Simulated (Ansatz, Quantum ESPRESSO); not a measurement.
## VRu (Pm-3m): electron–phonon coupling with Quantum ESPRESSO

Aim: mode couplings and λ of VRu (Pm-3m) by double-delta sums in Quantum ESPRESSO.

Method: DFT PBEsol, scalar-relativistic, plane waves, PAW, in the first sound run; inputs show where later runs differ, in Ansatz 0.2.0 and Quantum ESPRESSO 7.5.

Report form: the programs' logs are mostly left out.

## 1. The starting structure

Symmetry: Pm-3m, No. 221, cubic system. Conventional cell: a = 2.990 Å, b = 2.990 Å, c = 2.990 Å, α = 90.00°, β = 90.00°, γ = 90.00°. Nearest to V lie 8 Ru at 2.59 Å. Nearest to Ru lie 8 V at 2.59 Å. Farther neighbours are not listed.

## 2. Relaxing cell and atoms

Lattice constant and positions set the bands and the force constants, so the cell is relaxed first.

input.yaml

```yaml
crystal:
  lattice:
    - [2.99, 0.0, 0.0]
    - [0.0, 2.99, 0.0]
    - [0.0, 0.0, 2.99]
  atoms:
    - { symbol: V, position: [0.5, 0.5, 0.5], spin: 0.19 }
    - { symbol: Ru, position: [0.0, 0.0, 0.0] }
kpoints:
  mp_grid: { grid: [10, 10, 10] }
hamiltonian:
  xc: pbesol
scf:
  occupations: { method: gaussian, width: 0.1 }
output:
  forces: true
  stress: true
  eigenvalues: true
  populations: true
magnetization:
  spin_polarized: true
relax:
  adjacent_minimum: "off"
  f_tol: 0.005
  max_steps: 80
  cell: { stress_tol: 0.05 }
```

Command:

```bash
> ansatz run input.yaml --threads 4 --pin off --max-ram 8192MiB --backend cpu --events-out ev --progress --plain --runs-dir out
```

Run time: 5.6 s. Hardware: 4 threads of Intel Xeon Platinum 8488C (Sapphire Rapids), shared host; peak memory 0.44 GiB; 18 s of CPU time.

The steps of the relaxation:

```
step  energy less that of the first step (eV)  largest force component (eV/Å)  pressure (GPa)  volume (Å³)
   1                                   0.0000                          0.0000           -5.17        26.73
   2                                  -0.0062                          0.0000            3.07        25.93
   3                                  -0.0087                          0.0000           -0.10        26.22
   4                                  -0.0087                          0.0000            0.00        26.21
   5                                  -0.0085                          0.0000            0.00        26.21
```

The log counts 1 steps on a newly chosen plane-wave basis, not all of them marked here; energy and pressure can jump at such steps.

```csv
"conventional cell, symmetrised",before,after,change
a (Å),2.990,2.971,-0.7 %
b (Å),2.990,2.971,-0.7 %
c (Å),2.990,2.971,-0.7 %
volume (Å³/atom),13.37,13.11,-1.9 %
```

Final coordinates:

```
V Ru
1.0
     2.97050    0.00000    0.00000
     0.00000    2.97050    0.00000
     0.00000    0.00000    2.97050
V Ru
1 1
Direct
  0.50000 0.50000 0.50000
  0.00000 0.00000 0.00000
```

Numbers from this step:

```
pressure          : -8.06e-4 GPa
volume per atom   : 13.11 Å³
metallic on mesh  : yes
gap on the k-mesh : 0 eV
```

The largest force is now zero by symmetry and the largest stress component 8.1e-4 GPa.

## 3. Ground state with pw.x

ph.x needs a tightly converged ground state on the same k mesh; the cell is that of the step before.

This step: DFT PBEsol, scalar-relativistic, plane waves, GBRV ultrasoft pseudopotentials (Quantum ESPRESSO 7.5).

pw.in

```
&control
   calculation = 'scf'
   prefix = 'x'
   outdir = './tmp'
   pseudo_dir = './pseudo'
   tprnfor = .true.
   tstress = .true.
/
&system
   ibrav = 1
   celldm(1) = 5.61343755
   nat = 2
   ntyp = 2
   ecutwfc = 45.0
   ecutrho = 360.0
   occupations = 'smearing'
   smearing = 'gaussian'
   degauss = 0.01469973
   nbnd = 24
/
&electrons
   conv_thr = 1.0d-11
   mixing_beta = 0.5
/
ATOMIC_SPECIES
 V      50.9415  V.upf
 Ru    101.0700  Ru.upf
ATOMIC_POSITIONS crystal
 V      0.500000000   0.500000000   0.500000000
 Ru     0.000000000   0.000000000   0.000000000
K_POINTS automatic
 8 8 8 0 0 0
```

Command:

```bash
> OMP_NUM_THREADS=1 mpirun -n 4 pw.x -nk 4 -in pw.in > pw.x.log
```

Wall time 4.3 s (4 MPI ranks).

This step gave:

* pressure: -0.08 GPa

With these potentials, mesh and smearing the cell is at -0.08 GPa.

## 4. Phonons and couplings with ph.x: Gaussian smearing of 0.2 eV

ph.x gives each mode's frequency and linewidth; λ of a mode follows from Gaussian double-delta sums over the k mesh, here at four widths.

ph.in

```
phonons and couplings
&inputph
   prefix = 'x'
   outdir = './tmp'
   tr2_ph = 1.0d-15
   fildyn = 'x.dyn'
   fildvscf = 'dvscf'
   ldisp = .true.
   nq1 = 2
   nq2 = 2
   nq3 = 2
   electron_phonon = 'simple'
   el_ph_ngauss = 0
   el_ph_sigma = 0.00734986
   el_ph_nsigma = 4
   alpha_mix(1) = 0.5
   amass(1) = 50.9415
   amass(2) = 101.07
/
```

Command:

```bash
> OMP_NUM_THREADS=1 mpirun -n 4 ph.x -nk 4 -in ph.in > ph.x.log
```

Wall time 3.1 min (4 MPI ranks); 12 min of CPU time.

This step gave:

* highest frequency, solved or plainly interpolated: 271.4 cm⁻¹
* omega log against width: 17.38, 12.26, 10.84, 10.39 meV, at widths 0.1 to 0.4 eV

As ph.x prints them, no sum rule imposed; at the zone centre the sum is no linewidth. Double-delta sums:

```csv
q1,q2,q3,star,mode,omega (meV),"lambda_q, sigma 0.1 eV","lambda_q, sigma 0.2 eV","lambda_q, sigma 0.3 eV","lambda_q, sigma 0.4 eV",half width at sigma 0.2 (meV)
0,0,0,1,1,-0.6398,0,0,0,0,1.65e-4
0,0,0,1,2,-0.6398,0,0,0,0,1.65e-4
0,0,0,1,3,-0.6398,0,0,0,0,1.65e-4
0,0,0,1,4,11.46,0.8317,0.993,1.142,1.137,0.66
0,0,0,1,5,11.46,0.8317,0.993,1.142,1.137,0.66
0,0,0,1,6,11.46,0.8317,0.993,1.142,1.137,0.66
0,0,0.5,3,1,11.92,0.4918,0.5329,0.5667,0.5443,0.3828
0,0,0.5,3,2,11.92,0.4918,0.5329,0.5667,0.5443,0.3828
0,0,0.5,3,3,20.83,0.475,0.2522,0.2107,0.1855,0.5532
0,0,0.5,3,4,24.49,0.0863,0.0838,0.0742,0.0677,0.2542
0,0,0.5,3,5,24.49,0.0863,0.0838,0.0742,0.0677,0.2542
0,0,0.5,3,6,30.05,0.7639,0.4299,0.3222,0.2587,1.963
0,0.5,0.5,3,1,7.023,0.217,0.9792,1.461,1.576,0.2443
0,0.5,0.5,3,2,7.023,0.217,0.9792,1.461,1.576,0.2443
0,0.5,0.5,3,3,10.85,0.2216,0.4068,0.5187,0.5354,0.2424
0,0.5,0.5,3,4,19.35,0.1126,0.1483,0.1986,0.213,0.2807
0,0.5,0.5,3,5,33.65,0.0543,0.0454,0.0422,0.0388,0.2601
0,0.5,0.5,3,6,33.65,0.0543,0.0454,0.0422,0.0388,0.2601
0.5,0.5,0.5,1,1,21.99,0.2489,0.2451,0.2132,0.1867,0.5994
0.5,0.5,0.5,1,2,21.99,0.2489,0.2451,0.2132,0.1867,0.5994
0.5,0.5,0.5,1,3,21.99,0.2489,0.2451,0.2132,0.1867,0.5994
0.5,0.5,0.5,1,4,23.75,0.5217,0.3551,0.2692,0.2169,1.013
0.5,0.5,0.5,1,5,23.75,0.5217,0.3551,0.2692,0.2169,1.013
0.5,0.5,0.5,1,6,23.75,0.5217,0.3551,0.2692,0.2169,1.013
```

Mean over the q mesh without its centre; few wavevectors enter, so none of the widths can be taken as converged. Table of coupling constant λ, lambda by Gaussian width:

```
Gaussian width (eV)  coupling constant λ, lambda
              0.100                         1.73
              0.200                         2.19
              0.300                         2.58
              0.400                         2.59
```

λ runs from 1.73 at 0.1 eV to 2.59 at 0.4 eV.

## 5. Electron–phonon run: Gaussian smearing of 0.2 eV

The cheapest meshes give a first estimate and the cost of a run.

This step: DFT PBEsol, scalar-relativistic, plane waves, PAW (Ansatz 0.2.0).

input.yaml

```yaml
crystal:
  lattice:
    - [2.9705032253, 0.0, 0.0]
    - [0.0, 2.9705032253, 0.0]
    - [0.0, 0.0, 2.9705032253]
  atoms:
    - { symbol: V, position: [0.5, 0.5, 0.5] }
    - { symbol: Ru, position: [0.0, 0.0, 0.0] }
kpoints:
  mp_grid: { grid: [6, 6, 6] }
hamiltonian:
  xc: pbesol
scf:
  occupations: { method: gaussian, width: 0.2 }
output:
  eigenvalues: true
phonons:
  method: dfpt
  qmesh: [2, 2, 2]
  temperatures: { t_max: 1000, t_step: 50 }
  qpath:
    path:
      - [[0.0, 0.0, 0.0], [0.0, 0.5, 0.0], [0.5, 0.5, 0.0], [0.0, 0.0, 0.0], [0.5, 0.5, 0.5], [0.0, 0.5, 0.0]]
      - [[0.5, 0.5, 0.5], [0.5, 0.5, 0.0]]
    npoints: 10
  electrical_resistivity:
    mesh: [8, 8, 8]
    temperatures: [20.0, 50.0, 77.0, 100.0, 150.0, 200.0, 300.0, 400.0, 600.0, 800.0]
  electron_occupations: "off"
```

Command:

```bash
> ansatz run input.yaml --threads 4 --pin off --max-ram 8192MiB --backend cpu --events-out ev --progress --plain --runs-dir out
```

Elapsed: 19 s, on 4 threads; peak memory 0.61 GiB; 65 s of CPU time.

This step gave:

```yaml
zero_point_energy: 0.06048 eV/cell
share_of_imaginary_modes_in_the_plain_interpolation_between_solved_wavevectors: 0
highest_frequency_solved_or_plainly_interpolated: 274.8 cm⁻¹
debye_temperature_second_moment: 327 K
resistivity_at_300_k: 49.09 μΩ cm
coupling_constant_lambda: 1.909
density_of_states_at_the_fermi_level: 1.494 states/eV a spin and cell
log_mean_phonon_energy_omega_log: 14.1 meV
transport_coupling_constant_lambda_tr: 1.808, 1.808, 1.808 (xx, yy, zz)
drude_plasma_energy: 6.349, 6.349, 6.349 eV (xx, yy, zz)
resistivity_times_mean_free_path: 4.86, 4.86, 4.86 × 10⁻¹⁶ Ω m² (xx, yy, zz)
second_moment_phonon_energy_omega: 16.9 meV, from the broadened α²F curve
coupling_lambda_by_branch: 0.607, 0.437, 0.407, 0.185, 0.125, 0.148 (branches by rank of frequency)
```

Solved on the 2×2×2 mesh alone; all other wavevectors are interpolated. The phonon branches at the labelled points (cm⁻¹):

| point | branch 1 | branch 2 | branch 3 | branch 4 | branch 5 | branch 6 |
| --- | --- | --- | --- | --- | --- | --- |
| Γ | 0 | 0 | 0 | 170 | 170 | 170 |
| halfway | 77 | 77 | 130 | 184 | 184 | 215 |
| X | 100 | 100 | 176 | 202 | 202 | 257 |
| halfway | 84 | 94 | 110 | 181 | 251 | 265 |
| M | 55 | 55 | 88 | 157 | 275 | 275 |
| halfway | 72 | 86 | 125 | 182 | 220 | 242 |
| Γ | 0 | 0 | 0 | 170 | 170 | 170 |
| halfway | 93 | 102 | 102 | 228 | 228 | 231 |
| R | 176 | 176 | 176 | 222 | 222 | 222 |
| halfway | 84 | 102 | 136 | 205 | 244 | 259 |
| X | 100 | 100 | 176 | 202 | 202 | 257 |
| jump to R | 176 | 176 | 176 | 222 | 222 | 222 |
| halfway | 116 | 116 | 139 | 192 | 257 | 257 |
| M | 55 | 55 | 88 | 157 | 275 | 275 |

Eliashberg function α²F against phonon energy; read off at these points:

```csv
phonon energy (meV),α²F,α²F tr
2.0,1.0e-4,0
3.0,3.8e-4,1.8e-4
4.0,0.00106,5.5e-4
5.0,0.00257,0.00139
6.0,0.0158,0.00819
7.0,0.0349,0.0225
8.0,0.135,0.0885
9.0,0.539,0.436
10.0,1.71,1.67
11.0,1.31,1.27
12.0,1.19,1.14
13.0,0.881,0.826
14.0,1.08,0.980
15.0,0.905,0.810
16.0,0.533,0.480
17.0,0.292,0.265
18.0,0.169,0.156
19.0,0.0862,0.0781
20.0,0.0567,0.0454
21.0,0.126,0.0964
22.0,0.485,0.369
23.0,0.642,0.602
24.0,0.743,0.789
24.4,0.769,0.845
25.0,0.474,0.493
26.0,0.413,0.426
27.0,0.333,0.356
28.0,0.285,0.316
29.0,0.386,0.437
30.0,0.545,0.628
31.0,0.675,0.761
31.8,0.750,0.875
32.0,0.696,0.817
33.0,0.198,0.188
```

Resistivity, by row:

```csv
T (K),ρ_xx (μΩ cm),ρ_yy,ρ_zz,"ρ by Ziman's lowest order, mean","ρ by relaxation times, mean",within 2 % of the coarser mesh
20,0.08312,0.08312,0.08312,0.1805,0.08754,no
50,3.013,3.013,3.013,3.882,3.048,no
77,7.777,7.777,7.777,8.953,7.857,no
100,12.23,12.23,12.23,13.54,12.39,no
150,21.9,21.9,21.9,23.47,22.22,no
200,31.19,31.19,31.19,33.12,31.67,no
300,49.09,49.09,49.09,52.06,49.85,no
400,66.73,66.73,66.73,71.3,67.77,no
600,102.2,102.2,102.2,112.7,103.7,no
800,136.9,136.9,136.9,158.1,138.7,no
```

Some points of the scattering mesh along the symmetry lines, up to three branches each (those of largest λ), at most 39 rows; the frequencies are those of the scattering step, which can differ from the solved and plainly interpolated ones; single rows converge slowly. Mode couplings:

```
   q1     q2     q3  branch  ħω (meV)    λ_q  half width (meV)
    0  0.375      0       1     11.76  0.388             0.252
    0  0.375      0       2     11.76  0.388             0.252
    0  0.375      0       6      30.4   0.27              1.17
 0.25    0.5      0       1     10.35  0.871             0.438
 0.25    0.5      0       2     11.64  0.345              0.22
 0.25    0.5      0       3     13.68  0.471             0.414
  0.5    0.5      0       1      6.81   1.04             0.226
  0.5    0.5      0       2      6.81   1.04             0.226
  0.5    0.5      0       3     10.85  0.519             0.286
0.125  0.125      0       4     21.83  0.599              1.34
0.125  0.125      0       5     21.85  0.499              1.12
0.125  0.125      0       6     24.45  0.396              1.11
 0.25   0.25   0.25       1     11.52   1.51             0.937
 0.25   0.25   0.25       2     12.61  0.355             0.265
 0.25   0.25   0.25       3     12.61  0.355             0.265
0.375    0.5  0.375       1     16.79  0.274             0.363
0.375    0.5  0.375       2     17.23  0.213             0.297
0.375    0.5  0.375       5     29.52  0.184             0.752
0.125    0.5  0.125       1      10.4  0.748              0.38
0.125    0.5  0.125       2     13.58  0.378             0.327
0.125    0.5  0.125       3     16.41   0.31             0.391
  0.5    0.5  0.375       1     19.16  0.174               0.3
  0.5    0.5  0.375       3     20.59  0.179             0.355
  0.5    0.5  0.375       4      26.5  0.246              0.81
  0.5    0.5      0       1      6.81   1.04             0.226
  0.5    0.5      0       2      6.81   1.04             0.226
  0.5    0.5      0       3     10.85  0.519             0.286
```

Largest shares of lambda; single rows converge slowly. Strongest modes:

```
   q1     q2     q3  star  branch  ħω (meV)     λ_q  half width (meV)
0.125   0.25  0.375    48       1     9.734  0.7808            0.3472
0.125   0.25  0.375    48       2     12.42  0.5368            0.3889
 0.25   0.25  0.375    24       1     10.58   1.043            0.5479
0.125  0.375  0.375    24       2     10.19   0.983            0.4789
 0.25  0.375  0.375    24       1     11.59   0.945             0.596
0.125   0.25  0.375    48       3     13.94  0.4643            0.4235
0.125   0.25   -0.5    24       1     9.359  0.8836            0.3632
0.125   0.25   0.25    24       3     13.93  0.8663            0.7883
```

300 K. Table of cumulative share of the conductivity, along x by mean free path:

```
mean free path (nm)  cumulative share of the conductivity, along x
              0.282                                        0.00353
              0.316                                        0.00551
              0.355                                         0.0208
              0.398                                         0.0316
              0.447                                         0.0339
              0.501                                         0.0561
              0.562                                         0.0726
              0.631                                         0.0807
              0.708                                          0.111
              0.794                                          0.231
              0.891                                          0.330
                  1                                          0.408
               1.12                                          0.512
               1.26                                          0.641
               1.41                                          0.745
               1.58                                          0.816
               1.78                                          0.837
               2.00                                          0.844
               2.24                                          0.848
               2.51                                          0.863
               2.82                                          0.938
               3.16                                          0.988
```

Resistivity by mesh:

```
 mesh  T (K)  mean rho (μΩ cm)
8x8x8     20           0.08312
8x8x8    300             49.09
8x8x8    800             136.9
4x4x4     20            0.1074
4x4x4    300             61.06
4x4x4    800               168
```

No LO-TO term; unit eigenvectors of the mass-weighted matrix. Modes at Γ, with each element's share of the kinetic energy:

```csv
mode,frequency (cm⁻¹),symmetry,V %,Ru %
1,0.0,T1u,34,66
2,0.0,T1u,34,66
3,0.0,T1u,34,66
4,169.9,T1u,66,34
5,169.9,T1u,66,34
6,169.9,T1u,66,34
```

Displacements in mode 4 (169.9 cm⁻¹), the largest set to 1:
```
V1   0.00 -0.53  1.00
Ru2  0.00  0.27 -0.50
```

Harmonic. Thermo, by row:

```
T (K)  F_vib (meV/atom)  S (J/mol-atom/K)  C_V (J/mol-atom/K)
    0             30.24                 0                   0
   50             29.75             3.474               7.549
  100             25.84             11.64               16.07
  150             17.84             19.02               20.08
  200              6.36             25.09               21.97
  250             -7.98             30.11               22.96
  300            -24.71             34.35               23.53
  350            -43.48             38.01               23.89
  400            -64.02             41.21               24.13
  450            -86.13             44.06                24.3
  500            -109.6             46.63               24.42
  550            -134.4             48.96               24.51
  600            -160.3              51.1               24.58
  650            -187.3             53.07               24.63
  700            -215.3             54.89               24.67
  750            -244.2              56.6               24.71
  800              -274             58.19               24.73
  850            -304.5             59.69               24.76
  900            -335.8             61.11               24.78
  950            -367.8             62.45                24.8
 1000            -400.5             63.72               24.81
```

By its own test the run is not converged in the mesh. λ = 1.91 and 49.1 μΩ cm at 300 K. The run's own test puts 24 % between its two finest meshes on the component of the resistivity at 300 K that moves most, so it is not converged. By the run's own test λ moves by 11 % between its two finest scattering meshes.

## 6. Second program, ground state

This step: DFT PBEsol, scalar-relativistic, plane waves, GBRV ultrasoft pseudopotentials (Quantum ESPRESSO 7.5).

Changes to pw.in since step 3:

```diff
@@ -31,2 +31,2 @@
 K_POINTS automatic
- 8 8 8 0 0 0
+ 10 10 10 0 0 0
```

The mesh is denser.

Command:

```bash
> OMP_NUM_THREADS=1 mpirun -n 4 pw.x -nk 4 -in pw.in > pw.x.log
```

It took 5.3 s on 4 MPI ranks; 21 s of CPU time.

Numbers from this step:

* pressure: -0.1990 GPa

With these potentials, mesh and smearing the cell is at -0.20 GPa.

(Part 1 of 2 ends here.)

[Logs are printed without paths, hosts, clocks, repeated set-up lines and the standing remarks that a program may print on its own settings, such as how far it seeks lower states.]

[Hosts, paths, dates, database ids (printed as entryN), source tags and the programs' standing remarks are cut or masked in the printed files.]
